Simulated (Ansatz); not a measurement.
# Work function of Ag(110): what the settings cost and change

How far do cutoff, k-mesh and smearing move the work function of Ag(110)?

Program: Ansatz 0.2.0. Level of theory: plane-wave DFT, PBE, Ansatz PAW. Results are calculated unless marked as measured.

**Measured values to reproduce.**

“Anisotropic work function of elemental crystals” (2019, arxiv:1902.07811) quotes from earlier work for Ag (clean (110) face, a compiled value): work function (clean (110) face, a compiled value) 4.1 eV.

This is a report of a sequence of runs, with most program output left out.

### 1. The starting structure

The cell holds 7 atoms: 7 Ag. Its edges and angles: a = 4.090 Å, b = 2.892 Å, c = 26.676 Å, α = 90.0°, β = 90.0°, γ = 90.0°. Vacuum lies along c.

### 2. Slab, setting cutoff 200 eV

A work function rests on the faint tail of the density, so the SCF threshold is tight. The cutoff is raised first; then mesh and smearing are varied at the default cutoff.

input.yaml reads:

```yaml
crystal:
  lattice:
    - [4.09, 0.0, 0.0]
    - [0.0, 2.8920667351, 0.0]
    - [0.0, 0.0, 26.6762002052]
  atoms:
    - { symbol: Ag, position: [0.0, 0.0, 0.3373793843] }
    - { symbol: Ag, position: [0.5, 0.5, 0.3915862562] }
    - { symbol: Ag, position: [0.0, 0.0, 0.4457931281] }
    - { symbol: Ag, position: [0.5, 0.5, 0.5] }
    - { symbol: Ag, position: [0.0, 0.0, 0.5542068719] }
    - { symbol: Ag, position: [0.5, 0.5, 0.6084137438] }
    - { symbol: Ag, position: [0.0, 0.0, 0.6626206157] }
kpoints:
  mp_grid: { grid: [10, 14, 1] }
hamiltonian:
  xc: pbe
scf:
  occupations: { method: fermi_dirac, width: 0.1 }
  convergence: { dr2_threshold: 1.0e-09 }
efield:
  axis: 3
  dipole_correction: true
  ramp_position: 0.97
  ramp_width: 0.06
basis:
  ecutwfc: "200 eV"
output:
  write_potential: true
  write_density: true
  volumetric_format: npy
  elf: true
```

Launch:

```
$ ansatz run input.yaml --threads 2 --pin off --max-ram 3072MiB --backend cpu --events-out ev --progress --plain --runs-dir out
```

Run time: 78 s. Hardware: 2 threads of Arm Neoverse N1, shared host; peak memory 0.62 GiB; 2.2 min of CPU time.

This step gave:

```yaml
energy_at_zero_smearing: -53058.7847 eV
work_function_upper_face: 4.574 eV
```

Running mean over 1.446 Å of the planar mean; the ramp of the sawtooth is left out. Electron's electrostatic potential energy less the Fermi level against z:

z (Å), electron's electrostatic potential energy less the Fermi level (eV) and a bar from the least value:
```
     3.20       4.52 ##############################
     3.84       4.48 ##############################
     4.27       4.46 ##############################
     4.91       4.41 ##############################
     5.34       4.37 ##############################
     5.98       4.29 #############################
     6.40       4.20 #############################
     7.04       3.89 ############################
     7.68       2.47 ########################
     8.11       0.02 ##################
     8.75      -4.15 ######
     9.18      -5.59 ##
     9.82      -6.11 #
    10.24      -6.20 
    10.88      -6.28 
    11.52      -6.29 
    11.95      -6.28 
    12.59      -6.28 
    13.02      -6.28 
    13.66      -6.28 
    14.09      -6.28 
    14.73      -6.28 
    15.15      -6.29 
    15.79      -6.28 
    16.43      -6.20 
    16.86      -6.11 #
    17.50      -5.59 ##
    17.93      -4.15 ######
    18.57       0.02 ##################
    18.99       2.47 ########################
    19.63       3.89 ############################
    20.27       4.20 #############################
    20.70       4.29 #############################
    21.34       4.37 ##############################
    21.77       4.41 ##############################
    22.41       4.46 ##############################
    22.83       4.48 ##############################
    23.48       4.52 ##############################
```

ELF in the ca plane at fractional y = 0.000, with atoms of Ag within 0.2 Å of it. It is the smooth field of the valence electrons, not physical close to the nuclei.

Values, 6 rows by 16 columns, each cell a mean:
```
0.03 0.27 0.59 0.26 0.29 0.58 0.22 0.33 0.57 0.19 0.39 0.54 0.14 0.00 0.00 0.00
0.01 0.12 0.21 0.18 0.17 0.19 0.18 0.17 0.19 0.18 0.18 0.20 0.07 0.00 0.00 0.00
0.00 0.03 0.10 0.24 0.22 0.11 0.24 0.20 0.12 0.25 0.19 0.08 0.01 0.00 0.00 0.00
0.00 0.05 0.12 0.23 0.21 0.12 0.23 0.20 0.13 0.24 0.19 0.12 0.02 0.00 0.00 0.00
0.01 0.16 0.31 0.17 0.18 0.29 0.16 0.19 0.28 0.16 0.21 0.29 0.09 0.00 0.00 0.00
0.03 0.30 0.69 0.29 0.33 0.68 0.25 0.39 0.66 0.21 0.45 0.63 0.16 0.00 0.00 0.00
```
Columns run along c (16.0 Å, from fractional 0.25 to 0.85 of the cell), rows up along a (4.1 Å). Atoms in or near the plane, at fractional coordinates: Ag at (0.34, 0.00), Ag at (0.45, 0.00), Ag at (0.55, 0.00), Ag at (0.66, 0.00).

Electrostatic potential energy in the ca plane at fractional y = 0.000, with atoms of Ag within 0.2 Å of it. With pseudopotentials it is smooth inside the atoms' cores, unlike the true potential.

Ten even steps from '0' (-38 eV) to '9' (8 eV), each cell a mean:
```
99985200379851002788510037985100379999999999
99997533589974335899743368997433689999999999
99999877899988778999887789998877899999999999
99999999999999999999999999999999999999999999
99999999999999999999999999999999999999999999
99999999999999999999999999999999999999999999
99999999999999999999999999999999999999999999
99999988999998889999988899999888999999999999
99998655789986557899865578998655799999999999
99996311479862014798620147986201489999999999
99985100268850002688400026884000279999999999
```
Columns run along c (16.0 Å, from fractional 0.25 to 0.85 of the cell; values clipped at the 3rd and 97th percentile), rows up along a (4.1 Å). Atoms in or near the plane, at fractional coordinates: Ag at (0.34, 0.00), Ag at (0.45, 0.00), Ag at (0.55, 0.00), Ag at (0.66, 0.00).

Valence density in the ca plane at fractional y = 0.000, with atoms of Ag within 0.2 Å of it. It is the smooth field of the valence electrons, not physical close to the nuclei.

Ten steps, logarithmic in the rise over the least value, from '0' (0 e/Å³) to '9' (18 e/Å³), each cell a mean:
```
00014799731247996312589863125898630000000000
00002566421135764211357642113576410000000000
00001233211112332111123321111233100000000000
00000011111111111111111111111110000000000000
00000000111111011111110111111100000000000000
00000000111111001111110011111100000000000000
00000001111111111111111111111100000000000000
00000121111111221111112211111121100000000000
00002455311124553111245531112455310000000000
00014688631147886211478852114787520000000000
00015899741258997312589973125899730000000000
```
Columns run along c (16.0 Å, from fractional 0.25 to 0.85 of the cell), rows up along a (4.1 Å). Atoms in or near the plane, at fractional coordinates: Ag at (0.34, 0.00), Ag at (0.45, 0.00), Ag at (0.55, 0.00), Ag at (0.66, 0.00).

The work function is 4.574 eV. The program marks this work function as in doubt.

### 3. Run

input.yaml, as its differences from that of step 2:

```diff
@@ -26,3 +26,3 @@
 basis:
-  ecutwfc: "200 eV"
+  ecutwfc: "300 eV"
 output:
@@ -31,2 +31 @@
   volumetric_format: npy
-  elf: true
```

Wall time 1.9 min (2 threads); peak memory 0.92 GiB; 3.3 min of CPU time.

The work function is 4.121 eV, -0.453 eV from the run “cutoff 200 eV”, at 1.5 times its CPU time.

### 4. Run

input.yaml, as its differences from that of step 3:

```diff
@@ -26,3 +26,3 @@
 basis:
-  ecutwfc: "300 eV"
+  ecutwfc: "420 eV"
 output:
```

It took 2.8 min on 2 threads; peak memory 1.4 GiB; 5 min of CPU time.

The work function is 4.120 eV, -0.454 eV from the run “cutoff 200 eV”, at 2.2 times its CPU time.

### 5. Run

input.yaml, as its differences from that of step 4:

```diff
@@ -26,3 +26,3 @@
 basis:
-  ecutwfc: "420 eV"
+  ecutwfc: "600 eV"
 output:
```

Elapsed: 4.8 min, on 2 threads; peak memory 2.1 GiB; 8.7 min of CPU time.

The work function is 4.120 eV, -0.000 eV from the run “cutoff 420 eV”, at 1.7 times its CPU time.

### 6. Run

input.yaml, as its differences from that of step 5:

```diff
@@ -14,3 +14,3 @@
 kpoints:
-  mp_grid: { grid: [10, 14, 1] }
+  mp_grid: { grid: [2, 2, 1] }
 hamiltonian:
@@ -25,4 +25,2 @@
   ramp_width: 0.06
-basis:
-  ecutwfc: "600 eV"
 output:
```

The job ended after 11 s (2 threads; peak memory 0.56 GiB).

The work function is 3.863 eV, -0.257 eV from the run “cutoff 420 eV”, at 0.054 times its CPU time.

### 7. Run

input.yaml, as its differences from that of step 6:

```diff
@@ -14,3 +14,3 @@
 kpoints:
-  mp_grid: { grid: [2, 2, 1] }
+  mp_grid: { grid: [3, 5, 1] }
 hamiltonian:
```

The job ended after 24 s (2 threads; peak memory 0.58 GiB).

The work function is 4.167 eV, +0.047 eV from the run “cutoff 420 eV”, at 0.13 times its CPU time.

### 8. Run

input.yaml, as its differences from that of step 7:

```diff
@@ -14,3 +14,3 @@
 kpoints:
-  mp_grid: { grid: [3, 5, 1] }
+  mp_grid: { grid: [7, 9, 1] }
 hamiltonian:
```

Elapsed: 72 s, on 2 threads; peak memory 0.84 GiB; 2.1 min of CPU time.

The work function is 4.118 eV, -0.002 eV from the run “cutoff 420 eV”, at 0.42 times its CPU time.

### 9. Slab

input.yaml, as its differences from that of step 8:

```diff
@@ -14,3 +14,3 @@
 kpoints:
-  mp_grid: { grid: [7, 9, 1] }
+  mp_grid: { grid: [15, 21, 1] }
 hamiltonian:
```

Run time: 5.2 min. Hardware: 2 threads; peak memory 2.1 GiB; 9.7 min of CPU time.

The work function is 4.126 eV, +0.006 eV from the run “cutoff 420 eV”, at 1.9 times its CPU time.

### 10. Run

input.yaml, as its differences from that of step 9:

```diff
@@ -14,3 +14,3 @@
 kpoints:
-  mp_grid: { grid: [15, 21, 1] }
+  mp_grid: { grid: [10, 14, 1] }
 hamiltonian:
@@ -18,3 +18,3 @@
 scf:
-  occupations: { method: fermi_dirac, width: 0.1 }
+  occupations: { method: gaussian, width: 0.05 }
   convergence: { dr2_threshold: 1.0e-09 }
```

Run time: 2.7 min. Hardware: 2 threads; peak memory 1.4 GiB.

The work function is 4.141 eV, +0.021 eV from the run “cutoff 420 eV”, at 0.98 times its CPU time.

### 11. Run

input.yaml, as its differences from that of step 10:

```diff
@@ -18,3 +18,3 @@
 scf:
-  occupations: { method: gaussian, width: 0.05 }
+  occupations: { method: methfessel_paxton, width: 0.2 }
   convergence: { dr2_threshold: 1.0e-09 }
```

Run time: 2.7 min. Hardware: 2 threads; peak memory 1.4 GiB; 5.1 min of CPU time.

The work function is 4.123 eV, +0.003 eV from the run “cutoff 420 eV”, at 1.0 times its CPU time.

### 12. Run

input.yaml, as its differences from that of step 11:

```diff
@@ -18,3 +18,3 @@
 scf:
-  occupations: { method: methfessel_paxton, width: 0.2 }
+  occupations: { method: fermi_dirac, width: 0.3 }
   convergence: { dr2_threshold: 1.0e-09 }
```

The job ended after 3.2 min (2 threads; peak memory 1.5 GiB).

The work function is 4.192 eV, +0.072 eV from the run “cutoff 420 eV”, at 1.2 times its CPU time.

### 13. Run

input.yaml, as its differences from that of step 12:

```diff
@@ -18,3 +18,3 @@
 scf:
-  occupations: { method: fermi_dirac, width: 0.3 }
+  occupations: { method: cold, width: 0.1 }
   convergence: { dr2_threshold: 1.0e-09 }
```

Elapsed: 2.7 min, on 2 threads; peak memory 1.4 GiB.

The work function is 4.131 eV, +0.011 eV from the run “cutoff 420 eV”, at 1.0 times its CPU time.

### 14. Comparing the runs

Times are for 2 threads of Arm Neoverse N1, shared host. Results by setting:

```
no.                            setting  work function, upper face (eV)     time  memory (GiB)
  1                      cutoff 200 eV                           4.574     78 s          0.62
  2                      cutoff 300 eV                           4.121  1.9 min          0.92
  3                      cutoff 420 eV                           4.120  2.8 min           1.4
  4                      cutoff 600 eV                           4.120  4.8 min           2.1
  5                           mesh 2x2                           3.863     11 s          0.56
  6                           mesh 3x5                           4.167     24 s          0.58
  7                           mesh 7x9                           4.118     72 s          0.84
  8                         mesh 15x21                           4.126  5.2 min           2.1
  9          Gaussian smearing 0.05 eV                           4.141  2.7 min           1.4
 10  methfessel_paxton smearing 0.2 eV                           4.123  2.7 min           1.4
 11        fermi_dirac smearing 0.3 eV                           4.192  3.2 min           1.5
 12               cold smearing 0.1 eV                           4.131  2.7 min           1.4
```

### 15. The same run with other settings

An input spoilt on purpose, to show how the run answers: it repeats the earlier run “cutoff 200 eV” with efield.axis from 3 to 0, and scf.max_iter set to 50; its output block differs too.

input.yaml, as its differences from that of step 13:

```diff
@@ -18,6 +18,7 @@
 scf:
-  occupations: { method: cold, width: 0.1 }
+  occupations: { method: fermi_dirac, width: 0.1 }
   convergence: { dr2_threshold: 1.0e-09 }
+  max_iter: 50
 efield:
-  axis: 3
+  axis: 0
   dipole_correction: true
@@ -25,2 +26,4 @@
   ramp_width: 0.06
+basis:
+  ecutwfc: "200 eV"
 output:
```

Elapsed: 0.03 s, on 2 threads; peak memory 0.06 GiB.

The input was rejected at the start.

The program's message: “Error: invalid value for `efield.axis`: must be in [1, 3]; got 0”

The fault put into the input: an axis of 0, outside the range 1 to 3.

### 16. Outcome

* work function, cutoff 200 eV: 4.574 eV
* work function, cutoff 420 eV: 4.120 eV
* work function, cutoff 600 eV: 4.120 eV
* work function, mesh 2x2: 3.863 eV

**Reading.** The run at the highest cutoff gives 4.12 eV, and the settings tried spread the value from 3.86 to 4.57 eV. Against 600 eV, a cutoff of 200 eV is off by +0.455 eV. Against 600 eV, a cutoff of 420 eV is off by +0.000 eV. Against the finest mesh, 15 points along a, the coarser ones are off by -0.26 (2), +0.04 (3) and -0.01 (7) eV. The smearing schemes and widths spread it over 0.07 eV. The program marks the value as in doubt in “cutoff 200 eV”. The ladder's slabs use the tabulated experimental lattice constant (two decimals; a low-temperature value for the alkali metals). In 1 run of the series (cutoff 200 eV) the program warns that electrons reach the sawtooth's ramp, which makes dipole and work function less sure.

Comparison with the measured values:

| quantity | measured | cutoff 600 eV |
| --- | --- | --- |
| work function (clean (110) face, a compiled value) (eV) | 4.1 | 4.12 (+0.02 eV) |

Measured values from arxiv:1902.07811 (2019).

How well it matches: The work function is off by +0.02 eV: good agreement. The grades are ours: good and fair within 3 and 7 % for the work function. No cell relaxation is part of this session.

[Logs are printed without paths, hosts, clocks, repeated set-up lines and the standing remarks that a program may print on its own settings, such as how far it seeks lower states.]

[Hosts, paths, dates, database ids (printed as entryN), source tags and the programs' standing remarks are cut or masked in the printed files.]

[Maps of the electrostatic potential energy from Ansatz leave out the sawtooth potential of an applied field or a dipole correction, so their vacuum need not be flat; planar profiles and work functions include it.]
